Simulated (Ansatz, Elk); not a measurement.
# Bonding as seen by X-rays: LuSc3

Structure refinements treat a crystal as free atoms side by side. For a made-up structure of LuSc3 (cell and positions from a PBE relaxation) the runs below show what the calculated density changes in F(hkl).

Main program and level: Elk 11.2.3 (patched build); DFT, PBE, all-electron APW+lo, Dirac cores, scalar-relativistic bands, static density, no spin.

The structure was built from a prototype and need not be the compound's stable phase.

## 1. The starting structure

Symmetry: I4/mmm, No. 139, tetragonal system. The conventional cell has a = 4.691 Å, b = 4.691 Å, c = 9.345 Å, α = 90.00°, β = 90.00°, γ = 90.00°. Nearest to Lu lie 12 Sc at 3.31 to 3.32 Å. Sc has 8 Sc at 3.31 Å and 4 Lu at 3.32 Å nearest. Nearest to Sc lie 4 Lu at 3.31 Å and 8 Sc at 3.31 to 3.32 Å. Farther neighbours are not listed.

As a file:

```cif
data_structure
_symmetry_space_group_name_H-M 'P 1'
_symmetry_Int_Tables_number 1
_cell_length_a 5.7303
_cell_length_b 5.7303
_cell_length_c 5.7303
_cell_angle_alpha 131.674
_cell_angle_beta 131.674
_cell_angle_gamma 70.744
_cell_volume 102.83
loop_
_atom_site_label
_atom_site_type_symbol
_atom_site_fract_x
_atom_site_fract_y
_atom_site_fract_z
_atom_site_occupancy
Lu1 Lu 0.00000 0.00000 0.00000 1
Sc2 Sc 0.50000 0.50000 0.00000 1
Sc3 Sc 0.25000 0.75000 0.50000 1
Sc4 Sc 0.75000 0.25000 0.50000 1
```

## 2. Ground state and structure factors

An all-electron density is needed, since X-rays see the cores too. Task 0 finds the density and task 195 Fourier-transforms it; tshift is off so that phases refer to the origin typed.

The input, elk.in:

```
tasks
  0
  195

xctype
  20

spinpol
  .false.

rgkmax
  7.0

gmaxvr
  14.0

lmaxo
  7

lmaxapw
  8

swidth
  0.002

tshift
  .false.

ramdisk
  .false.

hmaxvr
  5.5

maxscl
  120

epspot
  1e-06

sppath
  './'

avec
  -4.43252437253 4.43252437253 8.82978333682
  4.43252437253 -4.43252437253 8.82978333682
  4.43252437253 4.43252437253 -8.82978333682

atoms
  2
  'Lu.in'
  1
  -0.0000000000 0.0000000000 0.0000000000   0.000000 0.000000 0.000000
  'Sc.in'
  3
  0.5000000000 0.5000000000 0.0000000000   0.000000 0.000000 0.000000
  0.2500000000 0.7500000000 0.5000000000   0.000000 0.000000 0.000000
  0.7500000000 0.2500000000 0.5000000000   0.000000 0.000000 0.000000

ngridk
  7 7 7
```

Command:

```bash
> OMP_NUM_THREADS=4 elk
```

Numbers of over 12 decimals in the logs are rounded to 6 here.

Output:

```text
┌─────────────────────────┐
│ Elk code version 11.2.3 │
└─────────────────────────┘

All units are atomic (Hartree, Bohr, etc.)

┌─────────────────────────────────────────────────┐
│ Ground-state run starting from atomic densities │
└─────────────────────────────────────────────────┘

Lattice vectors :
  -4.432524373       4.432524373       8.829783337
   4.432524373      -4.432524373       8.829783337
   4.432524373       4.432524373      -8.829783337

Reciprocal lattice vectors :
  0.7386668152E-17  0.7087592508      0.3557949877
  0.7087592508      0.7386668152E-17  0.3557949877
  0.7087592508      0.7087592508      0.3523760589E-17

Unit cell volume      :    693.9246307
Brillouin zone volume :   0.3574598774

Muffin-tin inner radius fraction :   0.1000000000E-01

Nuclei treated as point charges

Species : 1 (Lu)
 parameters loaded from : Lu.in
 name : lutetium
 nuclear charge    :   -71.00000000
 electronic charge :    71.00000000
 atomic mass :    318945.3298
 muffin-tin radius :    2.800000000
 number of radial points in muffin-tin :   1393
 inner part over the whole radius :   0.9962478555E-02
 number on inner part of muffin-tin    :    999
 approximate nuclear radius :   0.9954169502E-04
 number of mesh points to nuclear radius :    517
 atomic positions (lattice), magnetic fields (Cartesian) :
  1 :   0.00000000  0.00000000  0.00000000    0.00000000  0.00000000  0.00000000

Species : 2 (Sc)
 parameters loaded from : Sc.in
 name : scandium
 nuclear charge    :   -21.00000000
 electronic charge :    21.00000000
 atomic mass :    81949.61073
 muffin-tin radius :    2.400000000
 number of radial points in muffin-tin :    993
 inner part over the whole radius :   0.9898716403E-02
 number on inner part of muffin-tin    :    698
 approximate nuclear radius :   0.6711386133E-04
 number of mesh points to nuclear radius :    323
 atomic positions (lattice), magnetic fields (Cartesian) :
  1 :   0.50000000  0.50000000  0.00000000    0.00000000  0.00000000  0.00000000
  2 :   0.25000000 -0.25000000  0.50000000    0.00000000  0.00000000  0.00000000
  3 :  -0.25000000  0.25000000  0.50000000    0.00000000  0.00000000  0.00000000

Total number of atoms per unit cell :    4
Total muffin-tin volume :    265.6698299
 ratio of muffin-tin to unit cell volume :   0.3828511313

Spin treatment :
 spin-unpolarised

Number of Bravais lattice symmetries :   16
Number of crystal symmetries         :   16
Crystal has inversion symmetry
Real symmetric eigensolver will be used

k-point grid :      7     7     7
k-point offset :    0.000000000       0.000000000       0.000000000
k-point set is reduced with full crystal symmetry group
Total number of k-points :       40

Muffin-tin radius times maximum |G+k| :    7.000000000
 using average radius
Maximum |G+k| for APW functions       :    2.800000000
Maximum (1/2)|G+k|²                   :    3.920000000
Maximum |G| for potential and density :    14.00000000
Constant for pseudocharge density :   10
 order of it for each species :   17  17
 order of it for pair densities of each species (exact exchange by exxq0 0: 18) :   12   9
Radial integration step length :    1

G-vector grid sizes :     49    49    49
Number of G-vectors :    32143

Maximum angular momentum used for
 APW functions            :    8
 outer part of muffin-tin :    7
 inner part of muffin-tin :    2

Total nuclear charge    :   -134.0000000
Total core charge       :    76.00000000
Total valence charge    :    58.00000000
Total excess charge     :    0.000000000
Total electronic charge :    134.0000000

Effective Wigner radius, rₛ :    1.073263348

Number of empty states         :     16
Total number of valence states :     46
Total number of core states    :     76

Third-order local-orbitals added for an l without core states : T
Total number of local-orbitals :     88

Exchange-correlation functional :     20     0     0
 Perdew-Burke-Ernzerhof, Phys. Rev. Lett. 77, 3865 (1996)
 gradient requirement :    1
[...]
Madelung                    :     -20872.716533369
 xc potential                :     -536.58680526055
 exchange                    :     -412.20954560217
 correlation                 :     -6.904658
 electron entropic           :    -0.23824995729728E-02
 total energy                :     -16874.549778674

Density of states at Fermi energy :    176.2102294
 (states/Hartree/unit cell)

Estimated indirect band gap :   0.1506798922E-02
 from k-point 29 to k-point 37
Estimated direct band gap   :   0.5559147170E-02
 at k-point 13

Charges :
 core                        :    76.00000000
 valence                     :    58.00000000
 interstitial                :    7.795829463
 muffin-tins (core leakage)
  species : 1 (Lu)
   atom 1                    :    69.09447736     (  0.3506403345E-06)
  species : 2 (Sc)
   atom 1                    :    19.04366153     ( -0.2162971704E-06)
[...]
total in muffin-tins        :    126.2041705
 total calculated charge     :    133.9999939
 total charge                :    134.0000000
 error                       :   0.6054597350E-05

RMS change in Kohn-Sham potential (target) :   0.2458805447     (  0.1000000000E-05)
Absolute change in total energy (target)   :   0.2547561385     (  0.1000000000E-03)

[... loops 3 to 15 left out ...]

┌──────────────────┐
│ Loop number : 16 │
└──────────────────┘

Energies :
 Fermi                       :     0.212473
 sum of occupied eigenvalues :     -10259.764226866
 electron kinetic            :      18567.153877960
 core electron kinetic       :      17908.110209123
 Coulomb                     :     -35021.453620135
 Coulomb potential           :     -28279.701399019
 nuclear-nuclear             :     -1405.4469598789
 electron-nuclear            :     -38978.859691222
 Hartree                     :      5362.8530309661
 Madelung                    :     -20881.602920625
 xc potential                :     -547.21670580670
 exchange                    :     -412.60640875439
 correlation                 :     -6.907285
 electron entropic           :    -0.24516334841507E-02
 total energy                :     -16873.815887102

Density of states at Fermi energy :    179.1191196
 (states/Hartree/unit cell)

Estimated indirect band gap :   0.1745677132E-03
 from k-point 3 to k-point 33
Estimated direct band gap   :   0.3593845467E-02
 at k-point 13

Charges :
 core                        :    76.00000000
 valence                     :    58.00000000
 interstitial                :    7.488812750
 muffin-tins (core leakage)
  species : 1 (Lu)
[...]
species : 2 (Sc)
[...]
total in muffin-tins        :    126.5111872
 total calculated charge     :    133.9999971
 total charge                :    134.0000000
 error                       :   0.2872882590E-05

RMS change in Kohn-Sham potential (target) :   0.3737635705E-06 (  0.1000000000E-05)
Absolute change in total energy (target)   :   0.6412461153E-04 (  0.1000000000E-03)

Convergence targets achieved

┌──────────────────┐
│ Loop number : 17 │
└──────────────────┘

Energies :
 Fermi                       :     0.212473
 sum of occupied eigenvalues :     -10259.764223829
 electron kinetic            :      18567.153863307
 core electron kinetic       :      17908.110204902
 Coulomb                     :     -35021.453600061
 Coulomb potential           :     -28279.701385469
 nuclear-nuclear             :     -1405.4469598789
 electron-nuclear            :     -38978.859664904
 Hartree                     :      5362.8530247218
 Madelung                    :     -20881.602907327
 xc potential                :     -547.21670166756
 exchange                    :     -412.60640772855
 correlation                 :     -6.907285
 electron entropic           :    -0.24516332814249E-02
 total energy                :     -16873.815880647

Density of states at Fermi energy :    179.1191041
 (states/Hartree/unit cell)

Estimated indirect band gap :   0.1745673211E-03
 from k-point 3 to k-point 33
Estimated direct band gap   :   0.3593835057E-02
 at k-point 13

Charges :
 core                        :    76.00000000
 valence                     :    58.00000000
 interstitial                :    7.488813125
 muffin-tins (core leakage)
  species : 1 (Lu)
[...]
species : 2 (Sc)
   atom 1                    :    19.07979668     ( -0.2163379147E-06)
   atom 2                    :    19.08125260     ( -0.2163374777E-06)
   atom 3                    :    19.08125260     ( -0.2163374777E-06)
 total in muffin-tins        :    126.5111869
 total calculated charge     :    133.9999971
 total charge                :    134.0000000
 error                       :   0.2872901234E-05

┌──────────────────────────────┐
│ Self-consistent loop stopped │
└──────────────────────────────┘

Wrote STATE.OUT
```

The job ended after 33 s (4 threads of Arm Neoverse V2, shared host; peak memory 0.22 GiB).

SFACRHO.OUT:

```text

h k l indices transformed by vhmat matrix:
   1.000000000       0.000000000       0.000000000    
   0.000000000       1.000000000       0.000000000    
   0.000000000       0.000000000       1.000000000    

      h      k      l  multipl.   |H|            Re(F)            Im(F)           |F|

      0      0      0      1   0.0000000       134.00000      0.14825008E-15   134.00000    
     -1     -1      1      2  0.71158998       48.154007      0.79900795E-14   48.154007    
      1      0      0      8  0.79305091       47.772739      0.24075347E-14   47.772739    
      0      0      1      4   1.0023369       46.726316     -0.10058160E-13   46.726316    
      0      2     -1      8   1.2292435       107.31895     -0.92898239E-14   107.31895    
     -2     -1      2      8   1.2812690       45.203816     -0.48150694E-14   45.203816    
     -1      1      1      4   1.4175185       103.09352      0.96647812E-14   103.09352    
     -2     -2      2      2   1.4231800       102.97548      0.29233585E-15   102.97548    
      0     -2      2      8   1.5861018       43.363835     -0.14439771E-13   43.363835    
      1      0     -2     16   1.6242809       43.121297      0.24075347E-14   43.121297    
      3      1     -2      8   1.7407241       42.378168     -0.70460065E-14   42.378168    
      1      2     -3     16   1.9107614       41.281505      0.48150694E-14   41.281505    
     -2     -3      3      8   1.9149651       41.258462     -0.72226041E-14   41.258462    
     -2      2      0      4   2.0046739       90.348780      0.22428543E-16   90.348780    
     -1     -3      3      8   2.0086811       90.255706      0.29922847E-13   90.255706    
     -3      1      1      8   2.1272230       39.886173     -0.15326517E-13   39.886173    
      3      3     -3      2   2.1347699       39.838355      0.24631183E-13   39.838355    
     -1      2      1      8   2.1558402       39.711189      0.24075347E-14   39.711189
```

Elk indexes on the primitive cell of elk.in and gives |H| = 4π sin θ/λ in inverse bohr. Below, one row stands for each form hkl of the conventional cell (m members, Friedel mates merged), F is for one primitive cell and the density is static (no thermal factor). Free-atom factors are Waasmaier and Kirfel's, and R is Σm||F|−|F'||/Σm|F|.

| hkl | m | sin θ/λ (Å⁻¹) | abs F, DFT | neutral atoms | diff. |
| --- | --- | --- | --- | --- | --- |
| 002 | 2 | 0.107 | 48.154 | 48.236 | -0.081 |
| 101 | 8 | 0.119 | 47.773 | 47.848 | -0.075 |
| 110 | 4 | 0.151 | 46.726 | 46.776 | -0.050 |
| 112 | 8 | 0.185 | 107.319 | 107.853 | -0.534 |
| 103 | 8 | 0.193 | 45.204 | 45.246 | -0.042 |
| 200 | 4 | 0.213 | 103.094 | 103.484 | -0.390 |
| 004 | 2 | 0.214 | 102.975 | 103.354 | -0.379 |
| 202 | 8 | 0.238 | 43.364 | 43.453 | -0.090 |
| 211 | 16 | 0.244 | 43.121 | 43.220 | -0.099 |
| 114 | 8 | 0.262 | 42.378 | 42.498 | -0.120 |
| 213 | 16 | 0.287 | 41.282 | 41.422 | -0.140 |
| 105 | 8 | 0.288 | 41.258 | 41.395 | -0.136 |
| 220 | 4 | 0.301 | 90.349 | 90.374 | -0.025 |
| 204 | 8 | 0.302 | 90.256 | 90.288 | -0.033 |
| 222 | 8 | 0.320 | 39.886 | 40.033 | -0.147 |
| 006 | 2 | 0.321 | 39.838 | 39.985 | -0.147 |
| 301 | 8 | 0.324 | 39.711 | 39.849 | -0.138 |
| 310 | 8 | 0.337 | 39.167 | 39.301 | -0.134 |
| 312 | 16 | 0.354 | 83.207 | 83.265 | -0.058 |
| 116 | 8 | 0.355 | 83.077 | 83.132 | -0.055 |
| 303 | 8 | 0.358 | 38.288 | 38.421 | -0.133 |
| 215 | 16 | 0.358 | 38.268 | 38.400 | -0.132 |

## 3. The highest occupied states alone

An energy window below the Fermi level keeps the highest occupied states, to see at which angles they scatter; shallow core shells can lie inside it and anion s states outside. No new self-consistency is needed.

Edit elk.in of step 2 so:

```diff
@@ -1,3 +1,2 @@
 tasks
-  0
   195
@@ -40,2 +39,5 @@
 
+wsfac
+  -0.228520 0.512470
+
 sppath
```

Command:

```bash
> OMP_NUM_THREADS=4 elk
```

Output:

```text
┌─────────────────────────────────┐
│ Elk code version 11.2.3 started │
└─────────────────────────────────┘

Info(readinput): the functional depends on the density's gradient
 muffin-tin radial points multiplied by    2.00000
 (not where nrmtscf is given)

┌────────────────────┐
│ Current task : 195 │
└────────────────────┘

Info(sfacrho): density structure factors written to SFACRHO.OUT

 Energy window :  -0.2285200000      0.5124700000

┌──────────────────┐
│ Elk code stopped │
└──────────────────┘
```

Run time: 9.5 s. Hardware: 4 threads; peak memory 0.16 GiB; 13 s of CPU time.

States within 12 eV below the Fermi level hold 26.00 electrons; any levels below the window count with the cores. Their amplitudes can exceed the total, where window and core parts have opposite phase:

| hkl | sin θ/λ (Å⁻¹) | abs F, window | abs F, all |
| --- | --- | --- | --- |
| 002 | 0.107 | 12.931 | 48.154 |
| 101 | 0.119 | 12.725 | 47.773 |
| 110 | 0.151 | 12.188 | 46.726 |
| 112 | 0.185 | 12.705 | 107.319 |
| 103 | 0.193 | 11.441 | 45.204 |
| 200 | 0.213 | 11.953 | 103.094 |
| 004 | 0.214 | 11.942 | 102.975 |
| 202 | 0.238 | 10.524 | 43.364 |
| 211 | 0.244 | 10.400 | 43.121 |
| 114 | 0.262 | 10.022 | 42.378 |

(Part 1 of 2 ends here.)

[Logs are printed without paths, hosts, clocks, repeated set-up lines and the standing remarks that a program may print on its own settings, such as how far it seeks lower states.]

[Hosts, paths, dates, database ids (printed as entryN), source tags and the programs' standing remarks are cut or masked in the printed files.]
